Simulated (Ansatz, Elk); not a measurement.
**FeBiS4: X-ray structure factors from the self-consistent density**

Structure refinements treat a crystal as free atoms side by side. For a made-up structure of FeBiS4 (cell and positions from a PBE relaxation) the runs below show what the calculated density changes in F(hkl).

Calculated with Elk 11.2.3 (patched build); DFT, PBE, all-electron APW+lo, Dirac cores, scalar-relativistic bands, static density, ferromagnetic start.

The structure was built from a prototype and need not be the compound's stable phase.

## (1) Set-up

It takes space group Cmmm (No. 65, orthorhombic). Conventional cell: a = 8.268 Å, b = 8.415 Å, c = 3.805 Å, α = 90.00°, β = 90.00°, γ = 90.00°. Nearest to Bi lie 6 S at 2.71 to 2.82 Å. Nearest to Fe lie 6 S at 2.27 to 2.31 Å. Nearest to S lie 2 Fe at 2.31 Å and 1 Bi at 2.82 Å. S has 1 Fe at 2.27 Å and 2 Bi at 2.71 Å nearest. Farther neighbours and most contacts between anions are not listed.

## (2) Ground state and structure factors

An all-electron density is needed, since X-rays see the cores too. Task 0 finds the density and task 195 Fourier-transforms it; tshift is off so that phases refer to the origin typed.

The input, elk.in:

```
tasks
  0
  195
  196

xctype
  20

spinpol
  .true.

rgkmax
  7.0

gmaxvr
  14.0

lmaxo
  7

lmaxapw
  8

swidth
  0.002

tshift
  .false.

ramdisk
  .false.

hmaxvr
  5.5

maxscl
  120

epspot
  1e-06

reducebf
  0.8

sppath
  './'

avec
  7.81199810012 -7.95065525153 0.00000000000
  7.81199810012 7.95065525153 0.00000000000
  0.00000000000 0.00000000000 7.19104113534

atoms
  3
  'Bi.in'
  1
  0.5000000000 0.5000000000 0.5000000000   0.000000 0.000000 0.000000
  'Fe.in'
  1
  -0.0000000000 -0.0000000000 0.0000000000   0.000000 0.000000 -0.090000
  'S.in'
  4
  0.1588875748 0.1588875748 0.5000000000   0.000000 0.000000 0.000000
  0.8411124252 0.8411124252 0.5000000000   0.000000 0.000000 0.000000
  0.2701201487 0.7298798513 0.0000000000   0.000000 0.000000 0.000000
  0.7298798513 0.2701201487 0.0000000000   0.000000 0.000000 0.000000

ngridk
  4 4 5
```

Run with:

```console
OMP_NUM_THREADS=4 elk
```

Numbers of over 12 decimals in the logs are rounded to 6 here.

The log of the run:

```text
┌─────────────────────────┐
│ Elk code version 11.2.3 │
└─────────────────────────┘

All units are atomic (Hartree, Bohr, etc.)

┌─────────────────────────────────────────────────┐
│ Ground-state run starting from atomic densities │
└─────────────────────────────────────────────────┘

Lattice vectors :
   7.811998100      -7.950655252       0.000000000
   7.811998100       7.950655252       0.000000000
   0.000000000       0.000000000       7.191041135

Reciprocal lattice vectors :
  0.4021496950     -0.3951363195       0.000000000
  0.4021496950      0.3951363195      -0.000000000
  -0.000000000       0.000000000      0.8737518238

Unit cell volume      :    893.2783744
Brillouin zone volume :   0.2776852329

Muffin-tin inner radius fraction :   0.1000000000E-01

Nuclei treated as point charges

Species : 1 (Bi)
 parameters loaded from : Bi.in
 name : bismuth
 nuclear charge    :   -83.00000000
 electronic charge :    83.00000000
 atomic mass :    380947.9285
 muffin-tin radius :    2.800000000
 number of radial points in muffin-tin :   1393
 inner part over the whole radius :   0.9976520004E-02
 number on inner part of muffin-tin    :   1001
 approximate nuclear radius :   0.1052171418E-03
 number of mesh points to nuclear radius :    526
 atomic positions (lattice), magnetic fields (Cartesian) :
  1 :   0.50000000  0.50000000  0.50000000    0.00000000  0.00000000  0.00000000

Species : 2 (Fe)
 parameters loaded from : Fe.in
 name : iron
 nuclear charge    :   -26.00000000
 electronic charge :    26.00000000
 atomic mass :    101799.2075
 muffin-tin radius :    2.214920534
 number of radial points in muffin-tin :    993
 inner part over the whole radius :   0.9976036209E-02
 number on inner part of muffin-tin    :    699
 approximate nuclear radius :   0.7160107270E-04
 number of mesh points to nuclear radius :    333
 atomic positions (lattice), magnetic fields (Cartesian) :
  1 :   0.00000000  0.00000000  0.00000000    0.00000000  0.00000000 -0.09000000

Species : 3 (S)
 parameters loaded from : S.in
 name : sulphur
 nuclear charge    :   -16.00000000
 electronic charge :    16.00000000
 atomic mass :    58450.91931
 muffin-tin radius :    2.030343823
 number of radial points in muffin-tin :    793
 inner part over the whole radius :   0.9940175801E-02
 number on inner part of muffin-tin    :    553
 approximate nuclear radius :   0.6195814986E-04
 number of mesh points to nuclear radius :    252
 atomic positions (lattice), magnetic fields (Cartesian) :
  1 :   0.15888757  0.15888757  0.50000000    0.00000000  0.00000000  0.00000000
  2 :  -0.15888757 -0.15888757  0.50000000    0.00000000  0.00000000  0.00000000
  3 :   0.27012015 -0.27012015  0.00000000    0.00000000  0.00000000  0.00000000
  4 :  -0.27012015  0.27012015  0.00000000    0.00000000  0.00000000  0.00000000

Total number of atoms per unit cell :    6
Total muffin-tin volume :    277.7035205
 ratio of muffin-tin to unit cell volume :   0.3108812756

Spin treatment :
 spin-polarised
 global magnetic field (Cartesian) :    0.000000000       0.000000000       0.000000000
 collinear magnetisation in z-direction

Number of Bravais lattice symmetries :    8
Number of crystal symmetries         :    8
Crystal has inversion symmetry
Real symmetric eigensolver will be used

k-point grid :      4     4     5
k-point offset :    0.000000000       0.000000000       0.000000000
k-point set is reduced with full crystal symmetry group
Total number of k-points :       21

Muffin-tin radius times maximum |G+k| :    7.000000000
 using average radius
Maximum |G+k| for APW functions       :    3.197248338
Maximum (1/2)|G+k|²                   :    5.111198467
Maximum |G| for potential and density :    14.00000000
Constant for pseudocharge density :   10
 order of it for each species :   17  17  17
 order of it for pair densities of each species (exact exchange by exxq0 0: 18) :   16  10   8
Radial integration step length :    1

G-vector grid sizes :     50    50    35
[...]
Energies :
 Fermi                       :     0.167853
 sum of occupied eigenvalues :     -15013.766152218
 electron kinetic            :      28140.016358359
 core electron kinetic       :      27798.263827906
 Coulomb                     :     -52034.013036111
 Coulomb potential           :     -42426.800087192
 nuclear-nuclear             :     -1732.5632772451
 electron-nuclear            :     -58201.459608764
 Hartree                     :      7900.0098498974
 Madelung                    :     -30820.612992516
 xc potential                :     -726.90182498364
 xc effective B-field        :    -0.80594829537644E-01
 external B-field            :      0.000000
 exchange                    :     -548.28786661794
 correlation                 :     -8.851658
 electron entropic           :    -0.16119818717158E-02
 total energy                :     -24451.137814325
 (external B-field energy excluded from total)

Density of states at Fermi energy :    119.5387640
 (states/Hartree/unit cell)

Estimated indirect band gap :   0.1020594130E-02
 from k-point 3 to k-point 18
Estimated direct band gap   :   0.3466497627E-02
 at k-point 1

Charges :
 core                        :    118.0000000
 valence                     :    55.00000000
 interstitial                :    11.49460766
 muffin-tins (core leakage)
  species : 1 (Bi)
[...]
species : 2 (Fe)
[...]
species : 3 (S)
[...]
total in muffin-tins        :    161.5053923
 total calculated charge     :    172.9963330
 total charge                :    173.0000000
 error                       :   0.3666993397E-02

Moments :
 interstitial                :   0.3083236487
 muffin-tins
  species : 1 (Bi)
[...]
species : 2 (Fe)
[...]
species : 3 (S)
[...]
total in muffin-tins        :    2.282449882
 total moment                :    2.590773531

RMS change in Kohn-Sham potential (target) :   0.9115511431E-06 (  0.1000000000E-05)
Absolute change in total energy (target)   :   0.3707006181E-04 (  0.1000000000E-03)

Convergence targets achieved

┌──────────────────┐
│ Loop number : 24 │
└──────────────────┘

Energies :
 Fermi                       :     0.167853
 sum of occupied eigenvalues :     -15013.766139674
 electron kinetic            :      28140.016344017
 core electron kinetic       :      27798.263835084
 Coulomb                     :     -52034.013017006
 Coulomb potential           :     -42426.800087400
 nuclear-nuclear             :     -1732.5632772451
 electron-nuclear            :     -58201.459571534
 Hartree                     :      7900.0098317728
 Madelung                    :     -30820.612973306
 xc potential                :     -726.90180423814
 xc effective B-field        :    -0.80591117924689E-01
 external B-field            :      0.000000
 exchange                    :     -548.28786397067
 correlation                 :     -8.851658
 electron entropic           :    -0.16119801395856E-02
 total energy                :     -24451.137807045
 (external B-field energy excluded from total)

Density of states at Fermi energy :    119.5393701
 (states/Hartree/unit cell)

Estimated indirect band gap :   0.1021120578E-02
 from k-point 3 to k-point 18
Estimated direct band gap   :   0.3466466989E-02
 at k-point 1

Charges :
 core                        :    118.0000000
 valence                     :    55.00000000
 interstitial                :    11.49460708
 muffin-tins (core leakage)
  species : 1 (Bi)
[...]
species : 2 (Fe)
[...]
species : 3 (S)
[...]
atom 2                    :    13.92738489     (  0.2146742062E-03)
   atom 3                    :    13.94968688     (  0.2159170345E-03)
   atom 4                    :    13.94968688     (  0.2159170345E-03)
 total in muffin-tins        :    161.5053929
 total calculated charge     :    172.9963330
 total charge                :    173.0000000
 error                       :   0.3666993242E-02

Moments :
 interstitial                :   0.3083343743
 muffin-tins
  species : 1 (Bi)
[...]
species : 2 (Fe)
[...]
species : 3 (S)
[...]
atom 2                    :   0.1243058611
   atom 3                    :   0.1108924224
   atom 4                    :   0.1108924224
 total in muffin-tins        :    2.282421087
 total moment                :    2.590755461

┌──────────────────────────────┐
│ Self-consistent loop stopped │
└──────────────────────────────┘

Warning : the lowest level lies among the core levels :   -3.082359794      -2.958510892

Warning : core states of species 1 leak from the muffin-tin :   0.6721230663E-03

Warning : core states of species 3 leak from the muffin-tin :   0.2159170345E-03

Wrote STATE.OUT
```

Elapsed: 4.7 min, on 4 threads of Arm Neoverse V2, shared host; peak memory 0.58 GiB.

SFACRHO.OUT:

```text

h k l indices transformed by vhmat matrix:
   1.000000000       0.000000000       0.000000000    
   0.000000000       1.000000000       0.000000000    
   0.000000000       0.000000000       1.000000000    

      h      k      l  multipl.   |H|            Re(F)            Im(F)           |F|

      0      0      0      1   0.0000000       173.00000      0.30865829E-15   173.00000    
      0      1      0      4  0.56378816      -42.800695     -0.24793455E-13   42.800695    
      1     -1      0      2  0.79027264       100.54330      -0.0000000       100.54330    
      1      1      0      2  0.80429939       115.61915      0.45090547E-13   115.61915    
      0      0     -1      2  0.87375182      -53.034289     -0.11911009E-13   53.034289    
      1      0      1      8   1.0398554       78.726331      0.44938138E-13   78.726331    
      2      0      0      4   1.1275763       60.501729      0.44550740E-13   60.501729    
     -1      1     -1      4   1.1781227      -97.839294     -0.10847137E-13   97.839294    
      1      1     -1      4   1.1875773      -17.680061     -0.52575564E-13   17.680061    
     -2      1      0      4   1.2517663      -29.515516      0.20144683E-13   29.515516    
     -2     -1      0      4   1.2695086      -76.189394     -0.26343046E-13   76.189394    
      0     -2      1      8   1.4264889      -61.483217      0.51136502E-13   61.483217    
     -1      2     -1      8   1.5265520       83.326326      0.20144683E-13   83.326326    
     -2     -1      1      8   1.5411341       104.40001      0.15495910E-13   104.40001    
     -2      2      0      2   1.5805453       123.96426     -0.77479548E-15   123.96426    
      2      2      0      2   1.6085988       92.162890      0.84515232E-13   92.162890    
      0     -3      0      4   1.6913645      -59.899362     -0.24793455E-13   59.899362    
      0      0      2      2   1.7475036       121.58413     -0.20942057E-13   121.58413
```

Elk indexes on the primitive cell of elk.in and gives |H| = 4π sin θ/λ in inverse bohr. Below, one row stands for each form hkl of the conventional cell (m members, Friedel mates merged), F is for one primitive cell and the density is static (no thermal factor). Free-atom factors are Waasmaier and Kirfel's, and R is Σm||F|−|F'||/Σm|F|.

| hkl | m | sin θ/λ (Å⁻¹) | abs F, DFT | neutral atoms | diff. |
| --- | --- | --- | --- | --- | --- |
| 110 | 4 | 0.085 | 42.801 | 43.180 | -0.379 |
| 020 | 2 | 0.119 | 100.543 | 100.787 | -0.244 |
| 200 | 2 | 0.121 | 115.619 | 115.537 | +0.082 |
| 001 | 2 | 0.131 | 53.034 | 53.403 | -0.369 |
| 111 | 8 | 0.156 | 78.726 | 78.883 | -0.157 |
| 220 | 4 | 0.170 | 60.502 | 60.756 | -0.254 |
| 021 | 4 | 0.177 | 97.839 | 97.499 | +0.340 |
| 201 | 4 | 0.179 | 17.680 | 18.085 | -0.405 |
| 130 | 4 | 0.188 | 29.515 | 29.865 | -0.349 |
| 310 | 4 | 0.191 | 76.189 | 75.923 | +0.267 |
| 221 | 8 | 0.214 | 61.483 | 61.390 | +0.093 |
| 131 | 8 | 0.230 | 83.326 | 83.301 | +0.025 |
| 311 | 8 | 0.232 | 104.400 | 104.431 | -0.031 |
| 040 | 2 | 0.238 | 123.964 | 124.151 | -0.187 |
| 400 | 2 | 0.242 | 92.163 | 92.361 | -0.198 |
| 330 | 4 | 0.254 | 59.899 | 59.834 | +0.065 |
| 002 | 2 | 0.263 | 121.584 | 121.853 | -0.269 |
| 240 | 4 | 0.267 | 91.418 | 91.594 | -0.176 |
| 420 | 4 | 0.270 | 51.192 | 51.348 | -0.157 |
| 041 | 4 | 0.272 | 49.452 | 49.273 | +0.178 |
| 401 | 4 | 0.275 | 15.622 | 15.398 | +0.224 |
| 112 | 8 | 0.276 | 39.080 | 38.856 | +0.224 |

## (3) The magnetisation density

The same run holds the spin density, and task 196 transforms it. The order is that of the start, and no other was tried.

SFACMAG_1.OUT:

```text

h k l indices transformed by vhmat matrix:
   1.000000000       0.000000000       0.000000000    
   0.000000000       1.000000000       0.000000000    
   0.000000000       0.000000000       1.000000000    

      h      k      l  multipl.   |H|            Re(F)            Im(F)           |F|

      0      0      0      1   0.0000000       2.5907556      0.83205987E-17   2.5907556    
      0      1      0      4  0.56378816       1.7615724      0.57504352E-16   1.7615724    
      1     -1      0      2  0.79027264       1.4645132     -0.17402633E-16   1.4645132    
      1      1      0      2  0.80429939       1.5804169     -0.82669951E-16   1.5804169    
      0      0     -1      2  0.87375182       1.5151793     -0.25532544E-16   1.5151793    
      1      0      1      8   1.0398554       1.3526899     -0.72637077E-16   1.3526899    
      2      0      0      4   1.1275763       1.2268803     -0.49181354E-16   1.2268803    
     -1      1     -1      4   1.1781227       1.1288081     -0.18159269E-16   1.1288081    
      1      1     -1      4   1.1875773       1.6899282      0.31731903E-16   1.6899282    
     -2      1      0      4   1.2517663       1.4145316     -0.90796346E-17   1.4145316    
     -2     -1      0      4   1.2695086       1.1500869     -0.37831811E-16   1.1500869    
      0     -2      1      8   1.4264889       1.2438892     -0.57504352E-16   1.2438892    
     -1      2     -1      8   1.5265520       1.2457259      0.30265449E-17   1.2457259    
     -2     -1      1      8   1.5411341       1.3448796      0.39345083E-16   1.3448796    
     -2      2      0      2   1.5805453       1.0084753      0.75663621E-17   1.0084753    
      2      2      0      2   1.6085988       1.0104956     -0.69307292E-16   1.0104956
```

The total moment is 2.59 μB a cell; sphere moments: Bi1 0.00, Fe2 +1.81, S3 +0.12, S4 +0.12, S5 +0.11, S6 +0.11 μB. Polarised neutrons measure spin and orbital magnetisation together; without spin-orbit coupling the run gives the spin part:

| hkl | sin θ/λ (Å⁻¹) | abs F_M (μB) |
| --- | --- | --- |
| 110 | 0.085 | 1.762 |
| 020 | 0.119 | 1.464 |
| 200 | 0.121 | 1.580 |
| 001 | 0.131 | 1.515 |
| 111 | 0.156 | 1.353 |
| 220 | 0.170 | 1.227 |
| 021 | 0.177 | 1.129 |
| 201 | 0.179 | 1.690 |
| 130 | 0.188 | 1.415 |
| 310 | 0.191 | 1.150 |
| 221 | 0.214 | 1.244 |
| 131 | 0.230 | 1.246 |
| 311 | 0.232 | 1.345 |
| 040 | 0.238 | 1.008 |

## (4) The highest occupied states alone

An energy window below the Fermi level keeps the highest occupied states, to see at which angles they scatter; shallow core shells can lie inside it and anion s states outside. No new self-consistency is needed.

elk.in, as its differences from that of step 2:

```diff
@@ -1,5 +1,3 @@
 tasks
-  0
   195
-  196
 
@@ -44,2 +42,5 @@
 
+wsfac
+  -0.273140 0.467850
+
 sppath
```

Run with:

```console
OMP_NUM_THREADS=4 elk
```

The log of the run:

```text
┌─────────────────────────────────┐
│ Elk code version 11.2.3 started │
└─────────────────────────────────┘

Info(readinput): the functional depends on the density's gradient
 muffin-tin radial points multiplied by    2.00000
 (not where nrmtscf is given)

┌────────────────────┐
│ Current task : 195 │
└────────────────────┘
Info(checkmt): changed muffin-tin radius of species 2 (Fe) from   2.4000 to   2.2149
Info(checkmt): changed muffin-tin radius of species 3 (S) from   2.2000 to   2.0303

Info(sfacrho): density structure factors written to SFACRHO.OUT

 Energy window :  -0.2731400000      0.4678500000

┌──────────────────┐
│ Elk code stopped │
└──────────────────┘
```

Elapsed: 16 s, on 4 threads; peak memory 0.31 GiB.

States within 12 eV below the Fermi level hold 32.37 electrons; any levels below the window count with the cores, and a count that is not whole means the window cuts a band. Their amplitudes can exceed the total, where window and core parts have opposite phase:

| hkl | sin θ/λ (Å⁻¹) | abs F, window | abs F, all |
| --- | --- | --- | --- |
| 110 | 0.085 | 7.327 | 42.801 |
| 020 | 0.119 | 7.272 | 100.543 |
| 200 | 0.121 | 10.672 | 115.619 |
| 001 | 0.131 | 4.263 | 53.034 |
| 111 | 0.156 | 2.798 | 78.726 |
| 220 | 0.170 | 0.673 | 60.502 |
| 021 | 0.177 | 3.644 | 97.839 |
| 201 | 0.179 | 9.335 | 17.680 |
| 130 | 0.188 | 6.725 | 29.515 |
| 310 | 0.191 | 0.084 | 76.189 |

[end of part 1 of 2]

[Logs are printed without paths, hosts, clocks, repeated set-up lines and the standing remarks that a program may print on its own settings, such as how far it seeks lower states.]

[Hosts, paths, dates, database ids (printed as entryN), source tags and the programs' standing remarks are cut or masked in the printed files.]
